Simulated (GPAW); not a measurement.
# rock-salt (TiC)₁₋ₓ(ZrC)ₓ at x = 0.125: the C K absorption edge, part 2 of 3

Aim: the C K edge in rock-salt (TiC)₁₋ₓ(ZrC)ₓ at x = 0.125, one member of a composition series.

GPAW 26.7.0; X-ray absorption from dipole matrix elements to empty bands, plane-wave PAW LDA.

So far. Step 3 (Ground state of the crystal): The mesh shows no gap, so the system is treated as a metal and the core electron is put at the Fermi level (neutral cell).

## 5. Spectrum with XCH, C atom 4

The holes are 6.2 Å apart. In GPAW the data set carries the hole's charge, so charge=0 means a charged cell and charge=-1 a neutral one. The excited electron is kept in the cell, where it fills the lowest empty states and screens the hole. After the field has converged, empty bands are computed with the density fixed and the dipole matrix elements are summed.

The absorber has 1 Ti at 2.14 Å, 4 Ti at 2.19 Å and 1 Zr at 2.24 Å (distorted octahedral).

File xas.py:

```python
import numpy as np
from ase import Atoms
from ase.parallel import parprint, paropen
from gpaw import GPAW, PW, FermiDirac, Mixer, MixerDif, setup_paths
from gpaw.test import gen
setup_paths.insert(0, '.')
gen('C', name='fch1s', xcname='LDA', corehole=(1, 0, 1), write_xml=True)
from gpaw.mpi import world
world.barrier()

atoms = Atoms('TiCTiCTiCTiCZrCTiCTiCTiC',
    cell=[[0, 4.3745, 4.3745],
     [4.3745, 0, 4.3745],
     [4.3745, 4.3745, 0]],
    scaled_positions=[[0.9999952, 0.9997657, 0.9997854],
     [0.7498439, 0.2500088, 0.2495524],
     [0.9999401, 0.999987, 0.4998871],
     [0.7556382, 0.2556816, 0.7436539],
     [0.9996944, 0.5000322, 0.9996461],
     [0.7556793, 0.7442641, 0.2551388],
     [0.9999177, 0.4998008, 0.4995599],
     [0.7552857, 0.744256, 0.7441847],
     [0.4999818, 0.9999509, 0.99971],
     [0.2445429, 0.2554838, 0.2553178],
     [0.4999457, 0.0001074, 0.4996329],
     [0.244254, 0.2553889, 0.7441934],
     [0.4998182, 0.5000254, 0.9996439],
     [0.2441705, 0.7444727, 0.2553583],
     [0.4997161, 0.4998842, 0.4995215],
     [0.2498372, 0.7497523, 0.7497626]],
    pbc=True)
atoms.calc = calc = GPAW(legacy_gpaw=True, mode=PW(500, force_complex_dtype=True), xc='LDA', setups={3: 'fch1s'},
    kpts={'size': (4, 4, 4), 'gamma': True}, occupations=FermiDirac(0.1),
    charge=-1, mixer=Mixer(0.1, 5, 50), maxiter=150,
    convergence={'density': 0.0001, 'eigenstates': 1e-6}, txt='scf.txt')
energy = atoms.get_potential_energy() + calc.get_reference_energy()
ef = calc.get_fermi_level()
out = dict(energy=energy, fermi=ef, forces=atoms.get_forces().tolist())
parprint(f'all-electron energy {energy:.4f} eV, Fermi level {ef:.4f} eV')
ev = np.array([[calc.get_eigenvalues(k, s) for k in range(len(calc.get_ibz_k_points()))] for s in range(calc.get_number_of_spins())])
out['homo'], out['lumo'], out['counts'] = ev[ev < ef].max(), ev[ev > ef].min(), sorted(set((ev < ef).sum((0, 2)).tolist()))
out['filled'] = (ev[:, 0] < ef).sum(1).tolist()

from ase.units import Ha
from gpaw.xas import dipole_matrix_elements
nb = int(calc.get_number_of_electrons() / 2) + 128
top, nb = nb, nb + 8 + nb // 12
nscf = calc.fixed_density(kpts={'size': (6, 6, 6), 'gamma': True}, nbands=nb,
    convergence={'bands': top, 'eigenstates': 5e-3}, maxiter=60, txt='nscf.txt')
cell = atoms.cell.array
ops = [cell.T @ U.T @ np.linalg.inv(cell.T) for U in nscf.wfs.kd.symmetry.op_scc]
E = np.arange(-6, 30, 0.1)
fwhm = np.interp(E, [4, 25], [0.9, 3.5])
Y, X, zero, highest = 0, 0, 1e9, 1e9
for spin in range(nscf.get_number_of_spins()):
    wfs = nscf.wfs
    mine = wfs.bd.get_slice()  # this rank's bands
    A = dipole_matrix_elements(wfs.setups[3])
    eps = np.zeros((wfs.kd.nibzkpts, nb))
    d = np.zeros((3, A.shape[1], wfs.kd.nibzkpts, nb), complex)
    for kpt in wfs.kpt_u:
        if kpt.s == spin and 3 in kpt.P_ani:
            eps[kpt.k, mine] = kpt.eps_n * Ha
            d[:, :, kpt.k, mine] = (kpt.weight * wfs.nspins / 2) ** 0.5 * np.inner(A, kpt.P_ani[3])
    world.sum(eps)
    world.sum(d)
    T = np.einsum('amkn,bmkn->abkn', d, d.conj()).real
    T = sum(np.einsum('ai,ijkn,bj->abkn', R, T, R) for R in ops) / len(ops)
    empty = eps > ef
    zero, highest = min(zero, eps[empty].min()), min(highest, eps[:, top - 1].min())
    lines = [(eps, T, empty)] if spin == 0 else lines + [(eps, T, empty)]
for eps, T, empty in lines:
    f = np.einsum('aakn->akn', T).reshape(3, -1)
    x = eps.ravel() - zero
    w = np.interp(x, E, fwhm) / 2.35482
    g = np.exp(-0.5 * ((E[:, None] - x) / w) ** 2) / (w * (2 * np.pi) ** 0.5)
    Y = Y + (f * empty.ravel()) @ g.T
    X = X + (f * ~empty.ravel()) @ g.T
out.update(E=E.round(2).tolist(), xas=Y.tolist(), xes=X.tolist(), zero=zero, valid=highest - zero, nk=len(eps), nb=nb)
for i in range(0, len(E), 10):
    parprint(f'{E[i]:7.2f}', *(f'{v:10.3e}' for v in Y[:, i]))
import json
with paropen('out.json', 'w') as f:
    json.dump(out, f)
```

Command:

```sh
> OMP_NUM_THREADS=1 mpirun -n 4 gpaw python xas.py
```

Numbers of over 12 decimals in the logs are rounded to 6 here.

The log of the run:

```text
Input parameters:
  charge: -1
  convergence: {density: 0.0001,
                eigenstates: 1e-06}
  kpts: {gamma: True,
         size: (4, 4, 4)}
  maxiter: 150
  mixer: {backend: pulay,
          beta: 0.1,
          method: separate,
          nmaxold: 5,
          weight: 50}
  mode: {ecut: 500.0,
         force_complex_dtype: True,
         name: pw}
  occupations: {fixmagmom: False,
                name: fermi-dirac,
                width: 0.1}
  setups: {3: fch1s}

Initialize ...

[... PAW data sets ...]

Reference energy: -267853.135414  # eV

Spin-paired calculation

[... convergence settings ...]
Symmetries present (total): 1
  [... symmetry matrices ...]

64 k-points: 4 x 4 x 4 Monkhorst-Pack grid + [1/8,1/8,1/8]
36 k-points in the irreducible part of the Brillouin zone
       k-points in crystal coordinates                weights
   0:     0.00000000    0.00000000    0.00000000          1/64
   1:     0.00000000    0.00000000    0.25000000          2/64
   2:     0.00000000    0.00000000    0.50000000          1/64
   3:     0.00000000    0.25000000   -0.25000000          2/64
   4:     0.00000000    0.25000000    0.00000000          2/64
   5:     0.00000000    0.25000000    0.25000000          2/64
   6:     0.00000000    0.25000000    0.50000000          2/64
   7:     0.00000000    0.50000000    0.00000000          1/64
   8:     0.00000000    0.50000000    0.25000000          2/64
   9:     0.00000000    0.50000000    0.50000000          1/64
          ...
  35:     0.50000000    0.50000000    0.50000000          1/64

Wave functions: Plane wave expansion
  Cutoff energy: 500.000 eV
  Number of coefficients (min, max): 4236, 4279
  Pulay-stress correction: 0.000000 eV/Ang^3 (de/decut=0.000000)
  Using FFTW library
  Wavefunction extrapolation:
    Improved wavefunction reuse through dual PAW basis

Occupation numbers: Fermi-Dirac:
  width: 0.1000  # eV

Eigensolver
   Davidson(niter=2)

Densities:
  Coarse grid: 32*32*32 grid
  Fine grid: 64*64*64 grid
  Total Charge: 0.000000

Density mixing:
  Method: separate
  Backend: pulay
  Linear mixing parameter: 0.1
  old densities: 5
  Width of damping distribution: 1.1
  Damping of long wavelength oscillations: 50

[... Hamiltonian set-up ...]
Number of atoms: 16
Number of atomic orbitals: 136
Number of bands in calculation: 82
Number of valence electrons: 129
Bands to converge: occupied

... initialized

Initializing position-dependent things.

Density initialized from atomic densities
Creating initial wave functions:
  82 bands from LCAO basis set

                           Ti
                    Ti
                      Ti

               Ti   C     Zr
              C
               C    Ti
        C     Ti   C

            C
        Ti    C
       C

Atomic positions and initial magnetic moments

Positions:
   0 Ti     8.747036    8.748040    8.747954    ( 0.0000,  0.0000,  0.0000)
   1 C      2.185330    4.371859    4.373856    ( 0.0000,  0.0000,  0.0000)
   2 Ti     6.561199    6.560994    8.748681    ( 0.0000,  0.0000,  0.0000)
   3 C      4.371593    6.558653    4.424018    ( 0.0000,  0.0000,  0.0000)
   4 Ti     6.560343    8.746115    6.560554    ( 0.0000,  0.0000,  0.0000)
   5 C      4.371888    4.421824    6.561502    ( 0.0000,  0.0000,  0.0000)
   6 Ti     4.371703    6.559465    6.560519    ( 0.0000,  0.0000,  0.0000)
[...]
13 C      4.373761    2.185189    4.324820    ( 0.0000,  0.0000,  0.0000)
  14 Ti     4.371900    4.371165    4.372752    ( 0.0000,  0.0000,  0.0000)
  15 C      6.559628    4.372749    4.372704    ( 0.0000,  0.0000,  0.0000)

Unit cell:
           periodic     x           y           z      points  spacing
  1. axis:    yes    0.000000    4.374500    4.374500    32     0.1579
  2. axis:    yes    4.374500    0.000000    4.374500    32     0.1579
  3. axis:    yes    4.374500    4.374500    0.000000    32     0.1579

  Lengths:   6.186477   6.186477   6.186477
  Angles:   60.000000  60.000000  60.000000

Effective grid spacing dv^(1/3) = 0.1722

iter:   1  -199.397851
iter:   2  -183.062160   -0.30  -0.90
iter:   3  -171.464780   +0.48  -1.03
iter:   4  -172.090809   -0.49  -1.53
iter:   5  -172.353270   -1.39  -1.51
iter:   6  -172.391569   -0.89  -1.51
iter:   7  -172.520323   -1.56  -1.83
iter:   8  -172.061545   -1.04  -1.79
iter:   9  -172.141676   -1.19  -2.36
iter:  10  -172.032613   -2.06  -2.21
iter:  11  -172.027164   -2.71  -2.52
iter:  12  -172.027492c  -2.44  -2.67
iter:  13  -172.020291c  -3.27  -2.77
iter:  14  -172.019940c  -3.94  -3.08
iter:  15  -172.019815c  -3.83  -3.28
iter:  16  -172.019654c  -5.00  -3.40
iter:  17  -172.019613c  -5.18  -3.57
iter:  18  -172.019629c  -5.77  -3.76
iter:  19  -172.019632c  -6.13c -3.93
iter:  20  -172.019611c  -5.88  -4.02c
iter:  21  -172.019614c  -6.86c -4.43c

Converged after 21 iterations.

Dipole moment: (0.170335, 0.222577, 0.066490) |e|*Ang

Energy contributions relative to reference atoms: (reference = -267853.135414)

Kinetic:       +129.004865
Potential:     -145.146947
External:        +0.000000
XC:            -156.294938
Entropy (-ST):   -0.114653
Local:           +0.474732
SIC:             +0.000000
--------------------------
Free energy:   -172.076941
Extrapolated:  -172.019614

Showing only first 2 kpts
 Kpt  Band  Eigenvalues  Occupancy
  0    62     10.15701    1.22547
  0    63     10.15724    1.22438
  0    64     10.62213    0.02977
  0    65     10.62226    0.02973

  1    62      9.62022    1.99412
  1    63      9.63446    1.99323
  1    64     10.03840    1.67640
[...]
Fermi level: 10.20289

No gap
No difference between direct/indirect transitions

Forces in eV/Ang:
  0 Ti    0.00317    0.08222    0.01281
  1 C     0.00311    0.00838   -0.01234
  2 Ti   -0.10199   -0.01223    0.00412
  3 C     0.00981    0.01313   -0.15492
  4 Ti   -0.01124    0.01188    0.00237
  5 C     0.00902   -0.02271   -0.00134
  6 Ti    0.01724    0.00212   -0.09724
[...]
13 C    -0.01199    0.00098    0.01931
 14 Ti    0.01246   -0.07320    0.01864
 15 C     0.00524   -0.00565    0.00308
Scalar-relativistic atomic LDA calculation for C (Carbon, Z=6)
Core hole in 1s state (1s occupation: 1.0)
300 radial gridpoints.
|------------------------------------------------|
|------------------------------------------------|
[... the atom generator's iteration count ...]

Energy contributions:
-------------------------
Kinetic:      +26.191319
XC:            -3.250568
Potential:    -49.301465
-------------------------
Total:        -26.360713

state      eigenvalue         ekin         rmax
-----------------------------------------------
1s^1.0 :   -12.242791    17.075241        0.169
2s^2.0 :    -1.088966     2.357774        1.067
2p^2.0 :    -0.788324     2.200265        0.916
-----------------------------------------------
(units: Bohr and Hartree)

Generating PAW setup
Kinetic energy of the core from tauc = 17.083225
Cutoffs:
rc(s)=1.200
rc(p)=1.200
rc(d)=1.200
rc(vbar)=1.080
rc(comp)=1.200
rc(nct)=1.200

Kinetic energy of the core states: 17.075241
Charge: 1.0
Core electrons: 1.0
Valence electrons: 4.0
Pseudo-core charge: 0.009839
Shape function alpha=6.944
Pseudo-electron charge 3.948111
state    eigenvalue         norm
--------------------------------
2s(2) :    -1.088966     1.079442
*s    :    -0.088966
2p(2) :    -0.788324     0.889693
*p    :     0.211676
*d    :     0.000000
--------------------------------

Diagonalizing with gridspacing h=0.050

state   all-electron     PAW
-------------------------------
2s:      -1.088966    -1.089850
2p:      -0.788324    -0.789871
*d:                   -0.068511
*f:                   -0.014334
-------------------------------
all-electron energy -268025.1550 eV, Fermi level 10.2029 eV
[...]
27.00  1.514e-04  1.518e-04  1.612e-04
  28.00  1.961e-04  1.966e-04  2.045e-04
  29.00  2.284e-04  2.292e-04  2.249e-04
```

Wall time 5.2 min (4 MPI ranks of Intel Xeon 6975P-C (Granite Rapids), shared host); peak memory 1.1 GiB.

The C K spectrum, C atom 4, excited-electron core hole (neutral cell) (energy from the lowest empty level; intensity scaled to a mean of 1 over the first 20 eV):

```tsv
E (eV)	isotropic	ε ∥ x	ε ∥ z
-2.0	0.00	0.00	0.00
-1.5	0.00	0.00	0.00
-1.0	0.00	0.00	0.01
-0.5	0.08	0.07	0.11
0.0	0.39	0.35	0.46
0.5	0.70	0.65	0.80
1.0	0.83	0.75	0.98
1.5	1.02	0.85	1.37
2.0	1.35	1.10	1.85
2.5	1.73	1.63	1.91
3.0	2.07	2.30	1.62
3.5	1.72	2.04	1.07
4.0	1.62	1.99	0.88
4.5	1.46	1.85	0.69
5.0	1.05	1.24	0.69
5.5	1.05	1.13	0.91
6.0	1.13	1.33	0.74
6.5	0.95	1.27	0.32
7.0	0.61	0.82	0.18
7.5	0.37	0.33	0.45
8.0	0.41	0.12	0.98
8.5	0.56	0.12	1.44
9.0	0.68	0.22	1.60
9.5	0.76	0.39	1.49
10.0	0.83	0.64	1.20
10.5	0.90	0.88	0.94
11.0	0.98	1.05	0.85
11.5	1.10	1.18	0.93
12.0	1.29	1.37	1.13
12.5	1.55	1.65	1.37
13.0	1.76	1.88	1.52
13.5	1.79	1.93	1.52
14.0	1.62	1.74	1.38
14.5	1.35	1.42	1.22
15.0	1.08	1.08	1.09
15.5	0.86	0.79	1.00
16.0	0.69	0.59	0.89
16.5	0.58	0.49	0.77
17.0	0.52	0.46	0.63
17.5	0.50	0.48	0.53
18.0	0.50	0.51	0.46
18.5	0.50	0.53	0.43
19.0	0.48	0.52	0.40
19.5	0.46	0.49	0.39
20.0	0.43	0.45	0.39
20.5	0.40	0.41	0.39
21.0	0.37	0.37	0.37
21.5	0.34	0.34	0.35
22.0	0.32	0.31	0.32
22.5	0.29	0.29	0.29
23.0	0.28	0.28	0.27
23.5	0.27	0.28	0.25
24.0	0.27	0.28	0.25
24.5	0.28	0.29	0.26
25.0	0.31	0.32	0.30
25.5	0.36	0.37	0.36
26.0	0.44	0.43	0.44
26.5	0.53	0.52	0.55
27.0	0.63	0.61	0.65
27.5	0.72	0.71	0.75
28.0	0.81	0.79	0.83
28.5	0.87	0.87	0.88
29.0	0.92	0.93	0.91
29.5	0.95	0.97	0.93
```

Main maxima below 24 eV (height): 3.0 eV (2.07), 4.1 eV (1.63), 5.9 eV (1.14) and 13.3 eV (1.80). A K edge sees empty p states; the first features are C p mixed into the empty d states of the Ti and Zr neighbours, and the broad ones above probably into the cations' higher empty bands.

The total-energy difference is 284.85 eV. One term is added: -6.67 eV, since the hole is spin-paired here and a spin-polarised one costs that much less in the free atom (computed apart). The photon energy is then 278.18 eV. The functional leaves an error in such absolute values: in the free atom LDA prices this hole 2.9 eV below PBE (computed apart), and PBE is itself good to a few eV.

## 6. Reference energy of the cell

The absorbing element, whose data set is made anew, changes for the next run, so it gets a reference energy of its own.

File scf.py:

```python
import numpy as np
from ase import Atoms
from ase.parallel import parprint, paropen
from gpaw import GPAW, PW, FermiDirac, Mixer, MixerDif, setup_paths
from gpaw.test import gen
setup_paths.insert(0, '.')
gen('Ti', name='nch1s', xcname='LDA', corehole=(1, 0, 0), write_xml=True)
from gpaw.mpi import world
world.barrier()

atoms = Atoms('TiCTiCTiCTiCZrCTiCTiCTiC',
    cell=[[0, 4.3745, 4.3745],
     [4.3745, 0, 4.3745],
     [4.3745, 4.3745, 0]],
    scaled_positions=[[0.9999952, 0.9997657, 0.9997854],
     [0.7498439, 0.2500088, 0.2495524],
     [0.9999401, 0.999987, 0.4998871],
     [0.7556382, 0.2556816, 0.7436539],
     [0.9996944, 0.5000322, 0.9996461],
     [0.7556793, 0.7442641, 0.2551388],
     [0.9999177, 0.4998008, 0.4995599],
     [0.7552857, 0.744256, 0.7441847],
     [0.4999818, 0.9999509, 0.99971],
     [0.2445429, 0.2554838, 0.2553178],
     [0.4999457, 0.0001074, 0.4996329],
     [0.244254, 0.2553889, 0.7441934],
     [0.4998182, 0.5000254, 0.9996439],
     [0.2441705, 0.7444727, 0.2553583],
     [0.4997161, 0.4998842, 0.4995215],
     [0.2498372, 0.7497523, 0.7497626]],
    pbc=True)
atoms.calc = calc = GPAW(legacy_gpaw=True, mode=PW(500, force_complex_dtype=True), xc='LDA', setups={0: 'nch1s'},
    kpts={'size': (4, 4, 4), 'gamma': True}, occupations=FermiDirac(0.1),
    charge=0, mixer=Mixer(0.1, 5, 50), maxiter=150,
    convergence={'density': 0.0001, 'eigenstates': 1e-6}, txt='scf.txt')
energy = atoms.get_potential_energy() + calc.get_reference_energy()
ef = calc.get_fermi_level()
out = dict(energy=energy, fermi=ef, forces=atoms.get_forces().tolist())
parprint(f'all-electron energy {energy:.4f} eV, Fermi level {ef:.4f} eV')
ev = np.array([[calc.get_eigenvalues(k, s) for k in range(len(calc.get_ibz_k_points()))] for s in range(calc.get_number_of_spins())])
out['homo'], out['lumo'], out['counts'] = ev[ev < ef].max(), ev[ev > ef].min(), sorted(set((ev < ef).sum((0, 2)).tolist()))
out['filled'] = (ev[:, 0] < ef).sum(1).tolist()
import json
with paropen('out.json', 'w') as f:
    json.dump(out, f)
```

Command:

```sh
> OMP_NUM_THREADS=1 mpirun -n 4 gpaw python scf.py
```

The log of the run:

```text
Input parameters:
  convergence: {density: 0.0001,
                eigenstates: 1e-06}
  kpts: {gamma: True,
         size: (4, 4, 4)}
  maxiter: 150
  mixer: {backend: pulay,
          beta: 0.1,
          method: separate,
          nmaxold: 5,
          weight: 50}
  mode: {ecut: 500.0,
         force_complex_dtype: True,
         name: pw}
  occupations: {fixmagmom: False,
                name: fermi-dirac,
[...]
4s(2) :    -0.168799     0.990650
3p(6) :    -1.425558     0.436626
4p(0) :    -0.056429     0.981035
3d(2) :    -0.164024     0.588737
*d    :     0.835976
--------------------------------

Diagonalizing with gridspacing h=0.050

state   all-electron     PAW
-------------------------------
3s:      -2.287902    -2.288205
3p:      -1.425558    -1.426242
3d:      -0.164024    -0.164519
*f:                    0.065395
-------------------------------
all-electron energy -268310.0080 eV, Fermi level 9.9458 eV
[key lines of the parts left out:]
Converged after 23 iterations.
Dipole moment: (0.169700, 0.200011, 0.075375) |e|*Ang
Free energy:   -155.423228
Fermi level: 9.94577
```

Run time: 73 s. Hardware: 4 MPI ranks; peak memory 0.4 GiB.

Reference energy: -268310.008 eV with the cores included.

[end of part 2 of 3]

[Banner, clock and machine lines of the logs are left out without a mark of their own.]

[Logs are printed without paths, hosts, clocks, repeated set-up lines and the standing remarks that a program may print on its own settings, such as how far it seeks lower states.]

[Hosts, paths, dates, database ids (printed as entryN), source tags and the programs' standing remarks are cut or masked in the printed files.]

[Lists of maxima count a maximum above −3 eV only where it reaches 4 % of the highest in the window and stands out from its surroundings by 2 % of it (1.5 % where it reaches 55 %); shoulders and weaker maxima are passed over, and of the rest the first, up to two pre-edge ones and the few strongest are named.]
